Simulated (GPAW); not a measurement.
# SiO2 (Quartz, P3_121): the Si K absorption edge

Aim: the near-edge shape at the Si K edge of SiO2 (Quartz, P3_121), and what the core hole does to it.

Calculated with GPAW 26.7.0; X-ray absorption from dipole matrix elements to empty bands, plane-wave PAW PBE.

This is a report of a sequence of runs, with most program output left out.

## 1. The structure

Symmetry: P3_121, No. 152, trigonal system. The conventional cell has a = 4.916 Å, b = 4.916 Å, c = 5.409 Å, α = 90.00°, β = 90.00°, γ = 120.00°. Nearest to Si lie 4 O at 1.61 Å. O has 2 Si at 1.61 Å nearest. Farther neighbours and most contacts between anions are not listed.

As a file:

```cif
data_structure
_symmetry_space_group_name_H-M 'P 1'
_symmetry_Int_Tables_number 1
_cell_length_a 4.9158
_cell_length_b 4.9158
_cell_length_c 5.4091
_cell_angle_alpha 90.000
_cell_angle_beta 90.000
_cell_angle_gamma 120.000
_cell_volume 113.20
loop_
_atom_site_label
_atom_site_type_symbol
_atom_site_fract_x
_atom_site_fract_y
_atom_site_fract_z
_atom_site_occupancy
Si1 Si 0.46970 0.46970 0.00000 1
Si2 Si 0.00000 0.53030 0.66667 1
Si3 Si 0.53030 0.00000 0.33333 1
O4 O 0.85380 0.26800 0.45233 1
O5 O 0.73200 0.58580 0.78567 1
O6 O 0.41420 0.14620 0.11900 1
O7 O 0.26800 0.85380 0.54767 1
O8 O 0.58580 0.73200 0.21433 1
O9 O 0.14620 0.41420 0.88100 1
```

## 2. Ground state of the crystal

The ground state comes first: it tells whether the system has a gap, which decides how the excited electron is treated.

scf.py reads:

```python
import numpy as np
from ase import Atoms
from ase.parallel import parprint, paropen
from gpaw import GPAW, PW, FermiDirac, Mixer, MixerDif, setup_paths
from gpaw.test import gen
setup_paths.insert(0, '.')
gen('Si', name='nch1s', xcname='PBE', corehole=(1, 0, 0), write_xml=True)

atoms = Atoms('Si3O6',
    cell=[[4.9158, 0, 0],
     [-2.4579, 4.25720768, 0],
     [0, 0, 5.4091]],
    scaled_positions=[[0.4697, 0.4697, 0],
     [0, 0.5303, 0.66666667],
     [0.5303, 0, 0.33333333],
     [0.8538, 0.268, 0.45233333],
     [0.732, 0.5858, 0.78566667],
     [0.4142, 0.1462, 0.119],
     [0.268, 0.8538, 0.54766667],
     [0.5858, 0.732, 0.21433333],
     [0.1462, 0.4142, 0.881]],
    pbc=True)
atoms.calc = calc = GPAW(legacy_gpaw=True, mode=PW(500), xc='PBE', setups={0: 'nch1s'},
    kpts={'size': (6, 6, 5), 'gamma': True}, occupations=FermiDirac(0.05),
    charge=0, mixer=Mixer(0.1, 5, 50), maxiter=150,
    convergence={'density': 0.0001}, txt='scf.txt')
energy = atoms.get_potential_energy() + calc.get_reference_energy()
ef = calc.get_fermi_level()
out = dict(energy=energy, fermi=ef, forces=atoms.get_forces().tolist())
parprint(f'all-electron energy {energy:.4f} eV, Fermi level {ef:.4f} eV')
ev = np.array([[calc.get_eigenvalues(k, s) for k in range(len(calc.get_ibz_k_points()))] for s in range(calc.get_number_of_spins())])
out['homo'], out['lumo'], out['counts'] = ev[ev < ef].max(), ev[ev > ef].min(), sorted(set((ev < ef).sum((0, 2)).tolist()))
out['filled'] = (ev[:, 0] < ef).sum(1).tolist()
import json
with paropen('out.json', 'w') as f:
    json.dump(out, f)
```

Started as:

```
$ OMP_NUM_THREADS=1 python scf.py
```

Elapsed: 1.8 min, on 1 thread of Arm Neoverse V2, shared host; peak memory 0.32 GiB.

The mesh shows a gap of 6.01 eV, so the hole is first treated in a charged cell, without the excited electron.

## 3. Spectrum without a core hole, Si atom 1

Without a hole the spectrum is the empty density of states of the right symmetry on the absorber, weighted by matrix elements. It needs only the small cell and serves as the baseline. The data set with a hole of occupation 0 only carries the core orbital.

The absorber has 4 O at 1.61 Å (tetrahedral, site symmetry 2).

xas.py reads:

```python
import numpy as np
from ase import Atoms
from ase.parallel import parprint, paropen
from gpaw import GPAW, PW, FermiDirac, Mixer, MixerDif, setup_paths
from gpaw.test import gen
setup_paths.insert(0, '.')
gen('Si', name='nch1s', xcname='PBE', corehole=(1, 0, 0), write_xml=True)

atoms = Atoms('Si3O6',
    cell=[[4.9158, 0, 0],
     [-2.4579, 4.25720768, 0],
     [0, 0, 5.4091]],
    scaled_positions=[[0.4697, 0.4697, 0],
     [0, 0.5303, 0.66666667],
     [0.5303, 0, 0.33333333],
     [0.8538, 0.268, 0.45233333],
     [0.732, 0.5858, 0.78566667],
     [0.4142, 0.1462, 0.119],
     [0.268, 0.8538, 0.54766667],
     [0.5858, 0.732, 0.21433333],
     [0.1462, 0.4142, 0.881]],
    pbc=True)
atoms.calc = calc = GPAW(legacy_gpaw=True, mode=PW(500), xc='PBE', setups={0: 'nch1s'},
    kpts={'size': (6, 6, 5), 'gamma': True}, occupations=FermiDirac(0.02),
    charge=0, mixer=Mixer(0.1, 5, 50), maxiter=150,
    convergence={'density': 0.0001}, txt='scf.txt')
energy = atoms.get_potential_energy() + calc.get_reference_energy()
ef = calc.get_fermi_level()
out = dict(energy=energy, fermi=ef, forces=atoms.get_forces().tolist())
parprint(f'all-electron energy {energy:.4f} eV, Fermi level {ef:.4f} eV')
ev = np.array([[calc.get_eigenvalues(k, s) for k in range(len(calc.get_ibz_k_points()))] for s in range(calc.get_number_of_spins())])
out['homo'], out['lumo'], out['counts'] = ev[ev < ef].max(), ev[ev > ef].min(), sorted(set((ev < ef).sum((0, 2)).tolist()))
out['filled'] = (ev[:, 0] < ef).sum(1).tolist()

from gpaw.xas import XAS
nb = int(calc.get_number_of_electrons() / 2) + 70
top, nb = nb, nb + 8 + nb // 12
nscf = calc.fixed_density(kpts={'size': (5, 5, 4), 'gamma': True}, nbands=nb,
    convergence={'bands': top, 'eigenstates': 1e-5}, maxiter=60, txt='nscf.txt')
cell = atoms.cell.array
ops = [cell.T @ U.T @ np.linalg.inv(cell.T) for U in nscf.wfs.kd.symmetry.op_scc]
filled = [24]  # bands filled in the ground state, by spin
E = np.arange(-25, 34, 0.1)
fwhm = np.interp(E, [4, 25], [0.9, 3.5])
Y, X, zero, highest = 0, 0, 1e9, 1e9
for spin in range(nscf.get_number_of_spins()):
    xas = XAS(nscf, mode='all', center=0, spin=spin)
    eps = xas.eps_kn
    d = xas.sigma_cmkn  # core-to-band dipole matrix elements, k weights included
    T = np.einsum('amkn,bmkn->abkn', d, d.conj()).real
    T = sum(np.einsum('ai,ijkn,bj->abkn', R, T, R) for R in ops) / len(ops)
    empty = np.ones_like(eps, bool) & (np.arange(nb) >= filled[spin])
    zero, highest = min(zero, eps[empty].min()), min(highest, eps[:, top - 1].min())
    lines = [(eps, T, empty)] if spin == 0 else lines + [(eps, T, empty)]
for eps, T, empty in lines:
    f = np.einsum('aakn->akn', T).reshape(3, -1)
    x = eps.ravel() - zero
    w = np.interp(x, E, fwhm) / 2.35482
    g = np.exp(-0.5 * ((E[:, None] - x) / w) ** 2) / (w * (2 * np.pi) ** 0.5)
    Y = Y + (f * empty.ravel()) @ g.T
    X = X + (f * ~empty.ravel()) @ g.T
out.update(E=E.round(2).tolist(), xas=Y.tolist(), xes=X.tolist(), zero=zero, valid=highest - zero, nk=len(eps), nb=nb)
for i in range(0, len(E), 10):
    parprint(f'{E[i]:7.2f}', *(f'{v:10.3e}' for v in Y[:, i]))
import json
with paropen('out.json', 'w') as f:
    json.dump(out, f)
```

Started as:

```
$ OMP_NUM_THREADS=1 python xas.py
```

It took 5 min on 1 thread; peak memory 0.57 GiB.

The Si K spectrum, Si atom 1, no core hole (energy from the lowest empty level; intensity scaled to a mean of 1 over the first 20 eV; polarised curves are means over the symmetry-equivalent atoms):

| E (eV) | isotropic | ε ⊥ c | ε ∥ c |
| --- | --- | --- | --- |
| -2.0 | 0.00 | 0.00 | 0.00 |
| -1.0 | 0.00 | 0.00 | 0.00 |
| 0.0 | 0.00 | 0.00 | 0.00 |
| 1.0 | 0.01 | 0.01 | 0.01 |
| 2.0 | 0.10 | 0.10 | 0.10 |
| 3.0 | 1.09 | 1.22 | 0.83 |
| 4.0 | 2.04 | 1.86 | 2.40 |
| 5.0 | 1.60 | 1.73 | 1.35 |
| 6.0 | 1.41 | 1.55 | 1.14 |
| 7.0 | 0.95 | 0.91 | 1.04 |
| 8.0 | 0.82 | 0.63 | 1.20 |
| 9.0 | 1.28 | 1.22 | 1.41 |
| 10.0 | 1.20 | 1.24 | 1.12 |
| 11.0 | 1.02 | 1.16 | 0.73 |
| 12.0 | 1.05 | 1.15 | 0.84 |
| 13.0 | 1.02 | 0.99 | 1.08 |
| 14.0 | 0.98 | 0.90 | 1.16 |
| 15.0 | 0.96 | 0.90 | 1.09 |
| 16.0 | 0.93 | 0.89 | 1.01 |
| 17.0 | 0.89 | 0.86 | 0.95 |
| 18.0 | 0.93 | 0.91 | 0.96 |
| 19.0 | 1.05 | 1.04 | 1.07 |
| 20.0 | 1.16 | 1.15 | 1.19 |
| 21.0 | 1.24 | 1.23 | 1.27 |
| 22.0 | 1.29 | 1.29 | 1.29 |
| 23.0 | 1.29 | 1.30 | 1.26 |
| 24.0 | 1.24 | 1.26 | 1.20 |
| 25.0 | 1.20 | 1.22 | 1.15 |
| 26.0 | 1.19 | 1.23 | 1.10 |
| 27.0 | 1.18 | 1.23 | 1.07 |
| 28.0 | 1.12 | 1.16 | 1.05 |
| 29.0 | 1.02 | 1.02 | 1.01 |
| 30.0 | 0.88 | 0.86 | 0.93 |

Main maxima below 24 eV (height): 3.9 eV (2.05), 9.4 eV (1.36) and 22.5 eV (1.30). A K edge sees empty p states on the absorber.

The same matrix elements for filled bands give the Si K emission of Si atom 1 (ground-state approximation; energy from the lowest empty level, largest value 1):

| E (eV) | emission |
| --- | --- |
| -24.00 | 0.17 |
| -23.25 | 0.37 |
| -22.50 | 0.04 |
| -21.75 | 0.00 |
| -21.00 | 0.00 |
| -20.25 | 0.00 |
| -19.50 | 0.00 |
| -18.75 | 0.00 |
| -18.00 | 0.00 |
| -17.25 | 0.00 |
| -16.50 | 0.00 |
| -15.75 | 0.00 |
| -15.00 | 0.03 |
| -14.25 | 0.08 |
| -13.50 | 0.13 |
| -12.75 | 0.19 |
| -12.00 | 0.42 |
| -11.25 | 0.99 |
| -10.50 | 0.36 |
| -9.75 | 0.05 |
| -9.00 | 0.16 |
| -8.25 | 0.13 |
| -7.50 | 0.10 |
| -6.75 | 0.06 |
| -6.00 | 0.02 |
| -5.25 | 0.00 |
| -4.50 | 0.00 |
| -3.75 | 0.00 |
| -3.00 | 0.00 |
| -2.25 | 0.00 |
| -1.50 | 0.00 |
| -0.75 | 0.00 |
| 0.00 | 0.00 |
| 0.75 | 0.00 |
| 1.50 | 0.00 |
| 2.25 | 0.00 |
| 3.00 | 0.00 |

Emission maxima: -23.4 eV (0.39), -11.2 eV (1.00) and -9.0 eV (0.16).

## 4. Cell without a hole, the energy reference

The photon energy needs a difference of total energies, so the cell and mesh of the coming hole run are first run without a hole.

This run holds the same structure in another cell (γ 120.0 → 60.0°).

Changes to scf.py since step 2:

```diff
@@ -9,17 +9,17 @@
 atoms = Atoms('Si3O6',
-    cell=[[4.9158, 0, 0],
-     [-2.4579, 4.25720768, 0],
-     [0, 0, 5.4091]],
-    scaled_positions=[[0.4697, 0.4697, 0],
-     [0, 0.5303, 0.66666667],
-     [0.5303, 0, 0.33333333],
-     [0.8538, 0.268, 0.45233333],
-     [0.732, 0.5858, 0.78566667],
-     [0.4142, 0.1462, 0.119],
-     [0.268, 0.8538, 0.54766667],
-     [0.5858, 0.732, 0.21433333],
-     [0.1462, 0.4142, 0.881]],
+    cell=[[2.4579, -4.25720768, 0],
+     [-2.4579, -4.25720768, 0],
+     [0, 0, -5.4091]],
+    scaled_positions=[[0, 0.5303, 0],
+     [0.4697, 0, 0.33333333],
+     [0.5303, 0.4697, 0.66666667],
+     [0.5858, 0.1462, 0.54766667],
+     [0.1462, 0.268, 0.21433333],
+     [0.268, 0.5858, 0.881],
+     [0.4142, 0.732, 0.45233333],
+     [0.8538, 0.4142, 0.78566667],
+     [0.732, 0.8538, 0.119]],
     pbc=True)
 atoms.calc = calc = GPAW(legacy_gpaw=True, mode=PW(500), xc='PBE', setups={0: 'nch1s'},
-    kpts={'size': (6, 6, 5), 'gamma': True}, occupations=FermiDirac(0.05),
+    kpts={'size': (4, 4, 4), 'gamma': True}, occupations=FermiDirac(0.02),
     charge=0, mixer=Mixer(0.1, 5, 50), maxiter=150,
```

Started as:

```
$ OMP_NUM_THREADS=1 python scf.py
```

Elapsed: 51 s, on 1 thread; peak memory 0.24 GiB.

Reference energy: -35973.084 eV with the cores included.

## 5. Spectrum with FCH, Si atom 1

The holes are 4.9 Å apart. In GPAW the data set carries the hole's charge, so charge=0 means a charged cell and charge=-1 a neutral one. The excited electron is left out and a uniform background balances the charge. After the field has converged, empty bands are computed with the density fixed and the dipole matrix elements are summed.

Changes to xas.py since step 3:

```diff
@@ -6,20 +6,20 @@
 setup_paths.insert(0, '.')
-gen('Si', name='nch1s', xcname='PBE', corehole=(1, 0, 0), write_xml=True)
+gen('Si', name='fch1s', xcname='PBE', corehole=(1, 0, 1), write_xml=True)
 
 atoms = Atoms('Si3O6',
-    cell=[[4.9158, 0, 0],
-     [-2.4579, 4.25720768, 0],
-     [0, 0, 5.4091]],
-    scaled_positions=[[0.4697, 0.4697, 0],
-     [0, 0.5303, 0.66666667],
-     [0.5303, 0, 0.33333333],
-     [0.8538, 0.268, 0.45233333],
-     [0.732, 0.5858, 0.78566667],
-     [0.4142, 0.1462, 0.119],
-     [0.268, 0.8538, 0.54766667],
-     [0.5858, 0.732, 0.21433333],
-     [0.1462, 0.4142, 0.881]],
+    cell=[[2.4579, -4.25720768, 0],
+     [-2.4579, -4.25720768, 0],
+     [0, 0, -5.4091]],
+    scaled_positions=[[0, 0.5303, 0],
+     [0.4697, 0, 0.33333333],
+     [0.5303, 0.4697, 0.66666667],
+     [0.5858, 0.1462, 0.54766667],
+     [0.1462, 0.268, 0.21433333],
+     [0.268, 0.5858, 0.881],
+     [0.4142, 0.732, 0.45233333],
+     [0.8538, 0.4142, 0.78566667],
+     [0.732, 0.8538, 0.119]],
     pbc=True)
-atoms.calc = calc = GPAW(legacy_gpaw=True, mode=PW(500), xc='PBE', setups={0: 'nch1s'},
-    kpts={'size': (6, 6, 5), 'gamma': True}, occupations=FermiDirac(0.02),
+atoms.calc = calc = GPAW(legacy_gpaw=True, mode=PW(500), xc='PBE', setups={0: 'fch1s'},
+    kpts={'size': (4, 4, 4), 'gamma': True}, occupations=FermiDirac(0.02),
     charge=0, mixer=Mixer(0.1, 5, 50), maxiter=150,
@@ -42,3 +42,3 @@
 filled = [24]  # bands filled in the ground state, by spin
-E = np.arange(-25, 34, 0.1)
+E = np.arange(-6, 34, 0.1)
 fwhm = np.interp(E, [4, 25], [0.9, 3.5])
```

Started as:

```
$ OMP_NUM_THREADS=1 python xas.py
```

Wall time 4.2 min (1 thread); peak memory 0.48 GiB.

The Si K spectrum, Si atom 1, full core hole (charged cell) (energy from the lowest empty level; intensity scaled to a mean of 1 over the first 20 eV; polarised curves are means over the symmetry-equivalent atoms):

| E (eV) | isotropic | ε ⊥ c | ε ∥ c |
| --- | --- | --- | --- |
| -2.0 | 0.00 | 0.00 | 0.00 |
| -1.5 | 0.00 | 0.00 | 0.00 |
| -1.0 | 0.00 | 0.00 | 0.00 |
| -0.5 | 0.00 | 0.00 | 0.00 |
| 0.0 | 0.00 | 0.00 | 0.00 |
| 0.5 | 0.02 | 0.02 | 0.02 |
| 1.0 | 0.11 | 0.11 | 0.11 |
| 1.5 | 0.45 | 0.49 | 0.37 |
| 2.0 | 2.22 | 2.51 | 1.65 |
| 2.5 | 5.66 | 6.06 | 4.86 |
| 3.0 | 5.84 | 5.42 | 6.67 |
| 3.5 | 2.19 | 1.83 | 2.92 |
| 4.0 | 0.59 | 0.67 | 0.44 |
| 4.5 | 0.44 | 0.57 | 0.18 |
| 5.0 | 0.41 | 0.48 | 0.25 |
| 5.5 | 0.44 | 0.48 | 0.36 |
| 6.0 | 0.54 | 0.53 | 0.55 |
| 6.5 | 0.58 | 0.53 | 0.69 |
| 7.0 | 0.50 | 0.41 | 0.68 |
| 7.5 | 0.45 | 0.34 | 0.68 |
| 8.0 | 0.53 | 0.42 | 0.76 |
| 8.5 | 0.69 | 0.63 | 0.81 |
| 9.0 | 0.84 | 0.87 | 0.79 |
| 9.5 | 0.89 | 0.97 | 0.72 |
| 10.0 | 0.83 | 0.93 | 0.63 |
| 10.5 | 0.76 | 0.84 | 0.59 |
| 11.0 | 0.73 | 0.79 | 0.61 |
| 11.5 | 0.73 | 0.76 | 0.67 |
| 12.0 | 0.74 | 0.74 | 0.73 |
| 12.5 | 0.74 | 0.71 | 0.80 |
| 13.0 | 0.74 | 0.68 | 0.87 |
| 13.5 | 0.74 | 0.67 | 0.90 |
| 14.0 | 0.74 | 0.67 | 0.88 |
| 14.5 | 0.73 | 0.68 | 0.83 |
| 15.0 | 0.73 | 0.70 | 0.78 |
| 15.5 | 0.73 | 0.72 | 0.75 |
| 16.0 | 0.75 | 0.75 | 0.75 |
| 16.5 | 0.77 | 0.78 | 0.77 |
| 17.0 | 0.81 | 0.81 | 0.80 |
| 17.5 | 0.86 | 0.85 | 0.86 |
| 18.0 | 0.91 | 0.90 | 0.92 |
| 18.5 | 0.96 | 0.95 | 0.98 |
| 19.0 | 1.00 | 0.99 | 1.01 |
| 19.5 | 1.01 | 1.01 | 1.02 |
| 20.0 | 1.00 | 1.00 | 0.99 |
| 20.5 | 0.96 | 0.98 | 0.94 |
| 21.0 | 0.91 | 0.94 | 0.87 |
| 21.5 | 0.86 | 0.88 | 0.81 |
| 22.0 | 0.80 | 0.82 | 0.74 |
| 22.5 | 0.74 | 0.76 | 0.69 |
| 23.0 | 0.69 | 0.71 | 0.65 |
| 23.5 | 0.65 | 0.66 | 0.62 |
| 24.0 | 0.61 | 0.62 | 0.60 |
| 24.5 | 0.59 | 0.59 | 0.58 |
| 25.0 | 0.57 | 0.57 | 0.56 |
| 25.5 | 0.55 | 0.56 | 0.54 |
| 26.0 | 0.54 | 0.55 | 0.52 |
| 26.5 | 0.52 | 0.54 | 0.50 |
| 27.0 | 0.51 | 0.52 | 0.48 |
| 27.5 | 0.50 | 0.51 | 0.47 |
| 28.0 | 0.48 | 0.49 | 0.46 |
| 28.5 | 0.47 | 0.47 | 0.45 |
| 29.0 | 0.45 | 0.45 | 0.44 |
| 29.5 | 0.43 | 0.43 | 0.43 |
| 30.0 | 0.41 | 0.41 | 0.42 |
| 30.5 | 0.40 | 0.39 | 0.41 |

Main maxima below 24 eV (height): 2.8 eV (6.46), 6.4 eV (0.58), 9.4 eV (0.89) and 19.5 eV (1.01). 

The hole costs E(hole) − E(ground) = 1849.96 eV, and the lowest empty level of the hole cell on the spectrum's mesh lies at 6.89 eV, which puts the zero at 1856.85 eV. One term is added: -14.97 eV, since the hole is spin-paired here and a spin-polarised one costs that much less in the free atom (computed apart). The photon energy is then 1841.88 eV. The tabulated edge of the element is 1839 eV. The functional and the charged cell's background leave an error of a few eV in such absolute values.

## 6. Excitation energy, Si atom 1

With the excited electron kept in the cell the system stays neutral, and the energy difference is an excitation energy by itself. In a small cell that electron takes up a good share of the lowest empty band, or all of one, which shifts the value from the true onset.

Changed against the first core-hole run: core hole to XCH, with the smearing that suits a partly filled band.

Changes to scf.py since step 4:

```diff
@@ -6,3 +6,3 @@
 setup_paths.insert(0, '.')
-gen('Si', name='nch1s', xcname='PBE', corehole=(1, 0, 0), write_xml=True)
+gen('Si', name='fch1s', xcname='PBE', corehole=(1, 0, 1), write_xml=True)
 
@@ -22,5 +22,5 @@
     pbc=True)
-atoms.calc = calc = GPAW(legacy_gpaw=True, mode=PW(500), xc='PBE', setups={0: 'nch1s'},
-    kpts={'size': (4, 4, 4), 'gamma': True}, occupations=FermiDirac(0.02),
-    charge=0, mixer=Mixer(0.1, 5, 50), maxiter=150,
+atoms.calc = calc = GPAW(legacy_gpaw=True, mode=PW(500), xc='PBE', setups={0: 'fch1s'},
+    kpts={'size': (4, 4, 4), 'gamma': True}, occupations=FermiDirac(0.04),
+    charge=-1, mixer=Mixer(0.1, 5, 50), maxiter=150,
     convergence={'density': 0.0001}, txt='scf.txt')
```

Started as:

```
$ OMP_NUM_THREADS=1 python scf.py
```

The job ended after 58 s (1 thread; peak memory 0.24 GiB).

The total-energy difference is 1858.01 eV. With the free-atom term of -14.97 eV for this edge, the photon energy is 1843.04 eV.

## 7. What the core hole does

Both curves are counted from their own zero, so only the shift of weight within the empty states shows.

| E (eV) | no hole | FCH |
| --- | --- | --- |
| -2.0 | 0.00 | 0.00 |
| -1.0 | 0.00 | 0.00 |
| 0.0 | 0.00 | 0.00 |
| 1.0 | 0.01 | 0.11 |
| 2.0 | 0.10 | 2.22 |
| 3.0 | 1.09 | 5.84 |
| 4.0 | 2.04 | 0.59 |
| 5.0 | 1.60 | 0.41 |
| 6.0 | 1.41 | 0.54 |
| 7.0 | 0.95 | 0.50 |
| 8.0 | 0.82 | 0.53 |
| 9.0 | 1.28 | 0.84 |
| 10.0 | 1.20 | 0.83 |
| 11.0 | 1.02 | 0.73 |
| 12.0 | 1.05 | 0.74 |
| 13.0 | 1.02 | 0.74 |
| 14.0 | 0.98 | 0.74 |
| 15.0 | 0.96 | 0.73 |
| 16.0 | 0.93 | 0.75 |
| 17.0 | 0.89 | 0.81 |
| 18.0 | 0.93 | 0.91 |
| 19.0 | 1.05 | 1.00 |
| 20.0 | 1.16 | 1.00 |
| 21.0 | 1.24 | 0.91 |
| 22.0 | 1.29 | 0.80 |
| 23.0 | 1.29 | 0.69 |
| 24.0 | 1.24 | 0.61 |
| 25.0 | 1.20 | 0.57 |
| 26.0 | 1.19 | 0.54 |
| 27.0 | 1.18 | 0.51 |
| 28.0 | 1.12 | 0.48 |
| 29.0 | 1.02 | 0.45 |
| 30.0 | 0.88 | 0.41 |

With each curve scaled to its own mean, the area from −2 to 6 eV with the hole is 9.3 against 5.6, and the centre of weight from −1 to 20 eV moves by -1.8 eV: the hole pulls the absorber's empty states down.

## 8. Results

```json
{"absorber and edge": "Si K, atom 1 of the ground-state input (counted from 1)", "surroundings": "4 O at 1.61 Å (tetrahedral, site symmetry 2)", "highest intensity below 16 eV": "2.8 eV above the zero, height 6.46", "photon energy of the zero, with the added terms": "1841.9 eV (raw 1856.9 eV; uncertain by a few eV)"}
```

**Reading.** The Si K edge of atom 1, with 4 O at 1.61 Å (tetrahedral, site symmetry 2), has its highest intensity of the first 16 eV at 2.8 eV above the zero, near 1845 eV in photon energy (uncertain by a few eV), 6.5 times the mean level of the first 20 eV (Gaussian full width 0.9 eV up to 4 eV, rising linearly to 3.5 eV at 25 eV). With each curve scaled to its own mean, the area from −2 to 6 eV with the hole is 9.3 against 5.6, and the centre of weight from −1 to 20 eV moves by -1.8 eV: the hole pulls the absorber's empty states down. The neutral-cell energy lies +1.2 eV from the charged-cell zero, a gap made of the charged-cell error and of where the added electron settles. At the Si K edge of atom 1 polarisation matters most near 3.2 eV, where the curves differ by 1.7 on this scale. The holes are only 4.9 Å apart, so the shape is probably not converged with cell size; no larger cell was run here. The mesh is coarse (0.30 Å⁻¹ between points), so small maxima may be mesh ripples. Lifetime broadening is put in by hand, and intensities beyond about 20 eV depend on it and on the partial waves; weight that the partial waves miss at high energy is lost. The structure is a published determination, not relaxed.

[Logs are printed without paths, hosts, clocks, repeated set-up lines and the standing remarks that a program may print on its own settings, such as how far it seeks lower states.]

[Hosts, paths, dates, database ids (printed as entryN), source tags and the programs' standing remarks are cut or masked in the printed files.]

[Lists of maxima count a maximum above −3 eV only where it reaches 4 % of the highest in the window and stands out from its surroundings by 2 % of it (1.5 % where it reaches 55 %); shoulders and weaker maxima are passed over, and of the rest the first, up to two pre-edge ones and the few strongest are named.]
